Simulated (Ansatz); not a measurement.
**Lattice dynamics of TiSeS monolayer, Janus**

Wanted: vibrations and spectra of TiSeS monolayer, Janus; the cell is already relaxed. After the zone centre comes a 6×6×1 q mesh on a 18×18×1 k mesh.

Main program and level: Ansatz 0.2.0; DFT PBEsol, scalar-relativistic, plane waves, PAW.

### Step 1. The starting structure

The cell holds 3 atoms: 1 Ti, 1 S and 1 Se. Its edges and angles: a = 3.410 Å, b = 3.410 Å, c = 30.000 Å, α = 90.0°, β = 90.0°, γ = 120.0°. Vacuum lies along c.

### Step 2. Modes at Γ

The cell comes from relaxations at this level that are not shown. The zone centre comes first: it holds the modes that light can see, as far as symmetry allows. No field response is asked, since the mesh shows no gap.

input.yaml reads:

```yaml
crystal:
  lattice:
    - [3.4100483429, 0.0, 0.0]
    - [-1.7050241714, 2.9531884931, 0.0]
    - [0.0, 0.0, 30.0]
  atoms:
    - { symbol: Ti, position: [0.0, 0.0, 0.3353172443] }
    - { symbol: S, position: [0.3333333333, 0.6666666667, 0.3801414236] }
    - { symbol: Se, position: [0.6666666667, 0.3333333333, 0.2812079988] }
  periodic: [true, true, false]
kpoints:
  mp_grid: { grid: [18, 18, 1] }
hamiltonian:
  xc: pbesol
scf:
  occupations: { method: methfessel_paxton, width: 0.15 }
output:
  eigenvalues: true
phonons:
  method: dfpt
```

The run is started by

```
$ ansatz run input.yaml --threads 8 --pin off --max-ram 14336MiB --backend cpu --events-out ev --progress --plain --runs-dir out
```

Numbers of over 12 decimals in the logs are rounded to 6 here.

Output:

```text
Engine: ansatz 0.2.0, aarch64-unknown-linux-gnu
Pseudopotentials: kind: paw
Pseudopotential: Ti, paw, valence charge 12, recommended cutoff 420 eV (normal), Ti.paw.azcp
Pseudopotential: S, paw, valence charge 6, recommended cutoff 420 eV (normal), S.paw.azcp
Pseudopotential: Se, paw, valence charge 16, recommended cutoff 420 eV (normal), Se.paw.azcp
Functional definition: PBEsol
  exchange = pbesol_x
  correlation = pbesol_c
Crystal: 3 atoms, lattice volume = 302.115 Å³
Basis set: ecut = 420 eV, 5909 PW (Γ), exchange–correlation on 48×48×432 points (8 copies of the dense FFT grid, shifted against one another)
Bands: 21, of which v1, the nominal top of the filled ones, is band 17 counted from 1 (16 counted from 0)
Symmetry: 6 space group operations
k-points: 91 of 324 (irreducible under 2 space group operations, time reversal used)
Non-local potential: Ti, projectors of the file, l = 0: 3, l = 1: 2, l = 2: 3, l = 3: 1
Non-local potential: S, projectors of the file, l = 0: 2, l = 1: 2, l = 2: 2
Non-local potential: Se, projectors of the file, l = 0: 2, l = 1: 2, l = 2: 3, l = 3: 1
PAW form: soft (Blöchl's): semilocal exchange-correlation on the pseudo side does not see the compensation charge
PAW frozen core: Ti, regenerated for the run's functional, and the local potential with it (the file was generated under x = pbe(κ = 0.804, μ = 0.219515), c = pbe(β = 0.066725))
PAW frozen core: S, regenerated for the run's functional, and the local potential with it (the file was generated under x = pbe(κ = 0.804, μ = 0.219515), c = pbe(β = 0.066725))
PAW frozen core: Se, regenerated for the run's functional, and the local potential with it (the file was generated under x = pbe(κ = 0.804, μ = 0.219515), c = pbe(β = 0.066725))
PAW one-centre angular grid: Ti, 590 points (default); XC on 64 Gauss nodes
PAW one-centre angular grid: S, 110 points (default); XC on 64 Gauss nodes
PAW one-centre angular grid: Se, 590 points (default); XC on 64 Gauss nodes
Initial density: superposition of atomic densities (neutral atoms: chi_scale 0, normalization atom), corrected by the library's trained network
Initial wavefunctions: pseudopotential atomic-orbital guess
Functional: x = pbesol(κ = 0.804, μ = 0.123457), c = pbesol(β = 0.046)
SCF iter   1: F=—  HF=-8786.712319 eV  |F-HF|=—  |Δ(HF+E_count)|=         —  Δρ=3.06e-3  dr2=2.25e-1  ethr=1.77e-3  ⟨swp⟩=10.2  Hψ=12479  notcnv=0
preconditioner: auto → LDOS  [metal: Δε(μ)=0.051 eV  Ē_g=7.016 eV  σ=0.150 eV  W_gap=0.28  n_scr=18 (ndim 8)  ℏωp=8.5 eV  f_vac=0.774  D(μ)=0.87/eV (n_scr^D=6)  β→1.0]
SCF iter   2: F=—  HF=-8786.723048 eV  |F-HF|=—  |Δ(HF+E_count)|=   1.07e-2  S|Δr|=    0.00e0  Δρ=3.71e-3  dr2=3.92e-1  ethr=6.63e-4  ⟨swp⟩=2.4  Hψ=3576  notcnv=0
SCF iter   3: F=—  HF=-8786.692343 eV  |F-HF|=—  |Δ(HF+E_count)|=   3.07e-2  S|Δr|=    0.00e0  Δρ=7.02e-4  dr2=3.74e-3  ethr=6.63e-4  ⟨swp⟩=2.4  Hψ=2673  notcnv=0
SCF iter   4: F=—  HF=-8786.691755 eV  |F-HF|=—  |Δ(HF+E_count)|=   5.88e-4  S|Δr|=    0.00e0  Δρ=1.78e-4  dr2=8.85e-5  ethr=1.10e-5  ⟨swp⟩=3.0  Hψ=3442  notcnv=0
SCF iter   5: F=—  HF=-8786.691861 eV  |F-HF|=—  |Δ(HF+E_count)|=   1.06e-4  S|Δr|=    0.00e0  Δρ=4.03e-5  dr2=5.77e-6  ethr=2.60e-7  ⟨swp⟩=3.1  Hψ=4071  notcnv=0
SCF iter   6: F=—  HF=-8786.691863 eV  |F-HF|=—  |Δ(HF+E_count)|=   2.37e-6  S|Δr|=    0.00e0  Δρ=1.33e-5  dr2=6.52e-7  ethr=1.70e-8  ⟨swp⟩=3.0  Hψ=4251  notcnv=0
SCF iter   7: F=—  HF=-8786.691865 eV  |F-HF|=—  |Δ(HF+E_count)|=   1.73e-6  S|Δr|=    0.00e0  Δρ=3.84e-6  dr2=5.36e-8  ethr=1.92e-9  ⟨swp⟩=3.2  Hψ=3647  notcnv=0
SCF iter   8: F=—  HF=-8786.691865 eV  |F-HF|=—  |Δ(HF+E_count)|=   1.94e-7  S|Δr|=    0.00e0  Δρ=1.26e-6  dr2=5.46e-9  ethr=1.58e-10  ⟨swp⟩=3.2  Hψ=3582  notcnv=0
SCF iter   9: F=—  HF=-8786.691865 eV  |F-HF|=—  |Δ(HF+E_count)|=   4.31e-8  S|Δr|=    0.00e0  Δρ=3.43e-7  dr2=2.50e-10  ethr=1.61e-11  ⟨swp⟩=3.2  Hψ=3491  notcnv=0
SCF iter  10: F=—  HF=-8786.691865 eV  |F-HF|=—  |Δ(HF+E_count)|=   1.03e-8  S|Δr|=    0.00e0  Δρ=8.79e-8  dr2=2.26e-11  ethr=1.00e-12  ⟨swp⟩=3.2  Hψ=3681  notcnv=0
SCF iter  11: F=-8786.691865 eV  HF=-8786.691865 eV  |F-HF|=2.55e-10  |Δ(HF+E_count)|=  9.46e-10  S|Δr|=    0.00e0  Δρ=2.52e-8  dr2=4.09e-12  ethr=1.00e-12  ⟨swp⟩=11.7  Hψ=12844  notcnv=0
SCF 1 converged in 11 iterations: F = -8786.691865 eV  dr2 = 4.09e-12
  greatest PAW one-centre occupation: 1.000 electrons in one spin orbital (limit 2), on the Se atom at site 2 (counted from 0), in its partial waves of l = 2
DFPT response loops at Γ: preconditioner auto → none (partly filled bands, converged f_vac=0.775); β = 0.50; Broyden in place of MSR1
SCF converged after 11 iterations
Stability not checked: this state was not tested for a lower state beside it, because cold or Methfessel-Paxton smearing, or corrected tetrahedra, fill the levels in a way that the test cannot read (fill_not_monotonic; see scf.lower_state_search)
Free energy (F): -8786.691865 eV
Harris-Foulkes:  -8786.691865 eV  (|F-HF|=2.55e-10)
Internal energy: -8786.692102 eV  (E = F + TS)
E sigma→0 (E₀):  -8786.691924 eV
Entropy (-TS):   0.000237 eV (0.079 meV/atom)
Fermi energy:    -5.422875 eV
--- Per-component energies (eV) ---
  E_band       = -1058.697642
  E_kinetic    = 498.162931
  E_local      = -66618.087604  (includes V_loc(G=0)·N_el)
  E_nonlocal   = -556.538309
  E_hartree    = 32940.875386
  E_xc         = -297.155225
  E_vxc        = -308.213739  (∫ρ·V_xc dr)
  E_paw        = -3473.364499  (= ΣΔE_a)
  E_vpaw       = 44.228714  (= ΣTr[D̂ρ^β])
  E_aug_tail   = -0.000461  (compensation charges beyond the density's cutoff)
  E_ewald      = 28718.205895
  E_core_change = 1.209784  (= ΣΔE_core)
  E_smearing   = 0.000237  (= −TS)
  E_closure    = -0.000000  (closes the sum)
  Σ components = -8786.691865   (vs F -8786.691865, Δ=0.00e0)
--- Band table (eV; the first three rows and the last of 91) ---
  k-point 0: bands = [... 13 lower, -8.1139, -7.1070, -4.9833, -4.9833, -4.9376, -4.9376, -4.4491, -1.7011]
  k-point 1: bands = [... 13 lower, -8.1040, -6.9846, -5.4894, -5.3347, -4.7877, -4.5976, -4.2976, -1.8922]
  k-point 2: bands = [... 13 lower, -8.0783, -6.7852, -6.2102, -5.6884, -4.8147, -4.2818, -4.0836, -2.2697]
  k-point 90: bands = [... 13 lower, -8.6901, -8.3501, -7.9750, -7.3713, -4.5061, -4.0062, -3.6967, -2.6615]
--- Phonons (Γ-DFPT): 6 representative perturbations + reference, on 91 of 324 k-points (Σ response iterations 32) ---
  k mesh reduced under 2 symmetry operations, with k and −k counted as one. Each operation leaves every solved perturbation unchanged. A smaller set is not used because it would not reduce the number of displacements times k-points to solve
  ASR residual: 3.308e-5 → 0.000e0 eV/Å²; symmetrization residual: 5.480e-6 eV/Å²
  ASR residual per site (eV/Å²): 3.31e-5 1.38e-5 1.83e-5
  Γ frequencies (cm⁻¹): 0.00 0.00 0.00 121.69 121.69 227.90 227.90 245.52 370.77
  non-analytic LO–TO correction: not included (Born effective charges unavailable; polar crystals: no LO–TO splitting at Γ)
```

Run time: 74 s. Hardware: 8 threads of Arm Neoverse V1, shared host; peak memory 2.4 GiB.

In the SCF lines HF is the Harris–Foulkes energy and dr2 the Hartree energy of the density residual, in eV; the loop may stop once dr2 is under the threshold and the program's other checks hold. Hψ counts applications of the Hamiltonian.

This step gave:

```yaml
gap_on_the_k_mesh: 0 eV
sum_rule_residual_before_enforcement: 3.31e-5 eV/Å²
point_group: 3m
area_per_atom: 3.357 Å²
highest_optical_mode_at_the_zone_centre_no_lo_to_term: 370.8 cm⁻¹
lowest_optical_zone_centre_mode: 121.7 cm⁻¹
```

Patterns of degenerate modes are one choice out of their space. Modes at Γ, with each element's share of the kinetic energy:

| mode | frequency (cm⁻¹) | symmetry | Ti % | S % | Se % |
| --- | --- | --- | --- | --- | --- |
| 1 | 0.0 | acoustic | 30 | 20 | 50 |
| 2 | 0.0 | acoustic | 30 | 20 | 50 |
| 3 | 0.0 | acoustic | 30 | 20 | 50 |
| 4 | 121.7 | E | 52 | 3 | 45 |
| 5 | 121.7 | E | 52 | 3 | 45 |
| 6 | 227.9 | E | 18 | 77 | 5 |
| 7 | 227.9 | E | 18 | 77 | 5 |
| 8 | 245.5 | A1 | 15 | 38 | 48 |
| 9 | 370.8 | A1 | 55 | 42 | 3 |

Displacements in mode 5 (121.7 cm⁻¹), the largest set to 1:
```
Ti1  0.00  1.00  0.00
S2   0.00  0.28  0.00
Se3  0.00 -0.72  0.00
```

Displacements in mode 9 (370.8 cm⁻¹), the largest set to 1:
```
Ti1  0.00  0.00  0.94
S2   0.00  0.00 -1.00
Se3  0.00  0.00 -0.16
```

Before it was imposed, the acoustic sum rule was missed by 3.3e-5 eV/Å². Small misses are needed for a sound result but don't prove that mesh and cutoff are converged. The lowest optical mode is real, 122 cm⁻¹.

### Step 3. Response at finite wavevector

Stability and thermal properties need the whole zone. Linear response on a 6×6×1 q mesh gives force constants as far as a supercell of that size would.

Changes to input.yaml since step 2:

```diff
@@ -20 +20,10 @@
   method: dfpt
+  qmesh: [6, 6, 1]
+  temperatures: { t_max: 1000, t_step: 50 }
+  qpath:
+    path:
+      - [0.0, 0.0, 0.0]
+      - [0.5, 0.0, 0.0]
+      - [0.33333333, 0.33333333, 0.0]
+      - [0.0, 0.0, 0.0]
+    npoints: 10
```

Output:

```text
[...]
Crystal: 3 atoms, lattice volume = 302.115 Å³
Basis set: ecut = 420 eV, 5909 PW (Γ), exchange–correlation on 48×48×432 points (8 copies of the dense FFT grid, shifted against one another)
Bands: 21, of which v1, the nominal top of the filled ones, is band 17 counted from 1 (16 counted from 0)
Symmetry: 6 space group operations
k-points: 37 of 324 (time reversal used)
[...]
SCF iter   1: F=—  HF=-8786.712240 eV  |F-HF|=—  |Δ(HF+E_count)|=         —  Δρ=3.06e-3  dr2=2.26e-1  ethr=1.77e-3  ⟨swp⟩=10.1  Hψ=5051  notcnv=0
[...]
SCF iter  11: F=-8786.691865 eV  HF=-8786.691865 eV  |F-HF|=1.53e-10  |Δ(HF+E_count)|=  9.88e-10  S|Δr|=    0.00e0  Δρ=2.49e-8  dr2=4.70e-12  ethr=1.00e-12  ⟨swp⟩=11.8  Hψ=5189  notcnv=0
SCF 1 converged in 11 iterations: F = -8786.691865 eV  dr2 = 4.70e-12
[...]
phonons: the bands overlap, so this run is a metal and interpolates without the dipole-dipole term. If the crystal is really an insulator or semiconductor, its LO-TO splitting is missing
NSCF: frozen V_eff on 37 k-points
WARN: eigensolver did not converge in 37 slots of this pass, the one above among them; of largest residual over every band (k=19): 1 band(s) unlocked (lowest unlocked band 20, counted from 0; max residual 1.61e-2 eV among the unlocked bands, 1.61e-2 eV over every band); of lowest unlocked band (k=0): band 20
[...]
DFPT response loops at q = (0, 0, 0) (fractional): preconditioner auto → none (partly filled bands, converged f_vac=0.775); β = 0.50; Broyden in place of MSR1
[...]
SCF converged after 11 iterations
[...]
Free energy (F): -8786.691865 eV
[...]
Internal energy: -8786.692102 eV  (E = F + TS)
E sigma→0 (E₀):  -8786.691924 eV
Entropy (-TS):   0.000237 eV (0.079 meV/atom)
Fermi energy:    -5.422875 eV
[...]
--- Band table (eV; the first three rows and the last of 37) ---
  k-point 0: bands = [... 13 lower, -8.1139, -7.1070, -4.9833, -4.9833, -4.9376, -4.9376, -4.4491, -1.7011]
  k-point 1: bands = [... 13 lower, -8.1040, -6.9846, -5.4894, -5.3347, -4.7877, -4.5976, -4.2976, -1.8922]
  k-point 2: bands = [... 13 lower, -8.0783, -6.7852, -6.2102, -5.6884, -4.8147, -4.2818, -4.0836, -2.2697]
  k-point 36: bands = [... 13 lower, -9.6069, -8.3084, -7.9614, -7.8250, -4.2370, -3.9445, -3.8454, -2.3742]
--- Phonons (Γ-DFPT): 6 representative perturbations + reference (Σ response iterations 35) ---
  ASR residual: 3.988e-5 → 0.000e0 eV/Å²; symmetrization residual: 1.062e-5 eV/Å²
  ASR residual per site (eV/Å²): 3.99e-5 1.35e-5 8.45e-6
  Γ frequencies (cm⁻¹): 0.00 0.00 0.00 121.69 121.69 227.90 227.90 245.52 370.77
--- Phonons (arbitrary-q DFPT): 7 irreducible q on the 6×6×1 mesh ---
  q = [0.0000, 0.0000, 0.0000] (star 1, of the zone-centre solve; hermiticity 1.42e-6, symmetrization 6.26e-11): -0.00 -0.00 0.00 121.69 121.69 227.90 227.90 245.52 370.77
  q = [0.0000, 0.1667, 0.0000] (star 6, 9 solved perturbations on 171 of 324 k-point pairs; hermiticity 1.07e-6, symmetrization 2.02e-9): 24.99 59.28 93.51 134.50 173.78 238.70 239.37 285.19 359.24
[...]
q = [0.1667, 0.1667, 0.0000] (star 6, 6 solved perturbations in 1485 linear systems a pass and spin channel, the states on 324 of 324 k-point pairs; hermiticity 9.09e-7, symmetrization 2.17e-9): 60.31 96.10 140.60 160.78 206.48 229.94 258.64 313.00 347.91
[...]
sum rule: each row above includes the acoustic sum rule's correction from the zone centre's row sums; it moved no ω² by more than (0.48 cm⁻¹)²
  mesh force constants: q→R imaginary residual 2.93e-18; ASR residual 3.988e-5 → 0.000e0 eV/Å²; symmetrization residual 7.105e-15 eV/Å²
  interpolated dispersion: 31 rows × 9 modes
  density of states and harmonic sums: on the 24×24×1 q-mesh, interpolated from the force constants of a 6×6×1 supercell (no non-analytic term)
  largest difference from the sums on the solved wave vectors: F 3.80e-2 eV, S 4.79e-5 and C_V 1.02e-5 eV/K
  zero-point energy: 0.111413 eV/cell   skipped modes (ω ≤ 0): 7, of them read as no rigid motion or as one in doubt: 4 (4.688e-2 modes/cell left out, lowest -82.56 cm⁻¹)   left out of the sums: 5.79e-3 of the cell's modes: C_V's classical limit lies that fraction below 3 k_B per atom; for a crystal, a wire or a layer, F and S can be off by more, and a phonons.interpolated_qmesh denser along its periods is the remedy for the sampling
```

It took 20 min on 8 threads; peak memory 4.6 GiB.

Numbers from this step:

```
sum-rule residual before enforcement                    : 3.99e-5 eV/Å²
lowest frequency on the path                            : -82.56 cm⁻¹
highest frequency on the path or at a solved wavevector : 370.8 cm⁻¹
lowest mode on the q mesh (acoustic modes at Γ apart)   : -82.56 cm⁻¹
```

Frequencies (cm⁻¹) solved at each irreducible wavevector; negative means imaginary. Frequencies by wavevector, by row:

| q in reciprocal lattice units | star | mode 1 | mode 2 | mode 3 | mode 4 | mode 5 | mode 6 | mode 7 | mode 8 | mode 9 |
| --- | --- | --- | --- | --- | --- | --- | --- | --- | --- | --- |
| 0 0 0 | 1 | 0 | 0 | 0 | 121.7 | 121.7 | 227.9 | 227.9 | 245.5 | 370.8 |
| 0 0.1667 0 | 6 | 25 | 59.3 | 93.5 | 134.5 | 173.8 | 238.7 | 239.4 | 285.2 | 359.2 |
| 0 0.3333 0 | 6 | 75.4 | 91.4 | 116.4 | 152.2 | 209.3 | 230.8 | 233.4 | 301.8 | 352.6 |
| 0 -0.5 0 | 3 | -82.6 | 101.8 | 129.7 | 163.7 | 204.5 | 222.6 | 229 | 306.6 | 354.9 |
| 0.1667 0.1667 0 | 6 | 60.3 | 96.1 | 140.6 | 160.8 | 206.5 | 229.9 | 258.6 | 313 | 347.9 |
| 0.1667 0.3333 0 | 12 | 93 | 131.1 | 159.9 | 181.6 | 207.9 | 227.2 | 274.9 | 303.9 | 347.1 |
| 0.3333 0.3333 0 | 2 | 97.4 | 147.8 | 161 | 204.4 | 207.5 | 224.2 | 300.1 | 303 | 334.5 |

Interpolated from a 6×6×1 q mesh. The phonon branches at the labelled points (cm⁻¹):

| point | branch 1 | branch 2 | branch 3 | branch 4 | branch 5 | branch 6 | branch 7 | branch 8 | branch 9 |
| --- | --- | --- | --- | --- | --- | --- | --- | --- | --- |
| Γ | 0 | 0 | 0 | 122 | 122 | 228 | 228 | 246 | 371 |
| halfway | 50 | 82 | 126 | 131 | 197 | 236 | 238 | 305 | 353 |
| M | -83 | 102 | 130 | 164 | 204 | 223 | 229 | 307 | 355 |
| halfway | 98 | 136 | 160 | 184 | 203 | 226 | 272 | 303 | 345 |
| K | 97 | 148 | 161 | 204 | 208 | 224 | 300 | 303 | 334 |
| halfway | 60 | 96 | 141 | 161 | 206 | 230 | 259 | 313 | 348 |
| Γ | 0 | 0 | 0 | 122 | 122 | 228 | 228 | 246 | 371 |

The phonon branches as a text plot (rows in cm⁻¹):

```
    361 |***********************                      ***********
    342 |                       **********************
    324 |
    305 |       *****************************************
    286 |     **                    **       *****       **
    267 |                          *              ****     **
    248 |*********              ***                   ***********
    229 |********************************************************
    210 |           **********************************
    191 |       ****               ***     *******    ***
    172 |     **          *********               **     **
    154 |   **        ****        ***********************  **
    135 | ************    ************       *****  **   *******
    116 |***    **  ******      **                **  ***    ****
     97 |           **  ***********************     **   **
     78 |     **  **  **                       *****  ***  **
     59 |   **********         *                    **   **
     40 | ****  **      **                            ***  *****
     21 | **  **                                         *******
      2 |*****                                               ****
    -16 |
    -35 |
    -54 |                     *
    -73 |                 ****
         Γ                   M           K                      Γ
```

Tetrahedra on a 24×24×1 mesh, mean over bins of 5 cm-1. Interpolated from a 6×6×1 q mesh. Phonon density of states against wavenumber; read off at these points:

wavenumber (cm⁻¹), phonon density of states (1/cm⁻¹/cell) and a bar:
```
      -82      0.000 
      -72      0.001 
      -58      0.001 
      -48      0.001 
      -32      0.000 
      -22      0.001 
       -8      0.001 
        2      0.004 #
       18      0.006 ##
       28      0.007 ##
       42      0.009 ##
       52      0.011 ###
       68      0.016 ####
       78      0.021 ######
       88      0.025 #######
      102      0.023 ######
      112      0.014 ####
      128      0.042 ###########
      138      0.043 ###########
      152      0.026 #######
      162      0.071 ###################
      178      0.012 ###
      188      0.014 ####
      202      0.039 ##########
      208      0.080 #####################
      212      0.038 ##########
      222      0.024 ######
      228      0.114 ##############################
      238      0.047 ############
      248      0.025 #######
      262      0.011 ###
      272      0.010 ###
      288      0.012 ###
      298      0.016 ####
      302      0.085 ######################
      312      0.018 #####
      322      0.000 
      338      0.013 ####
      348      0.050 #############
      352      0.087 #######################
      362      0.009 ###
      372      0.001
```

(Continued in part 2 of 2.)

[Logs are printed without paths, hosts, clocks, repeated set-up lines and the standing remarks that a program may print on its own settings, such as how far it seeks lower states.]

[Hosts, paths, dates, database ids (printed as entryN), source tags and the programs' standing remarks are cut or masked in the printed files.]
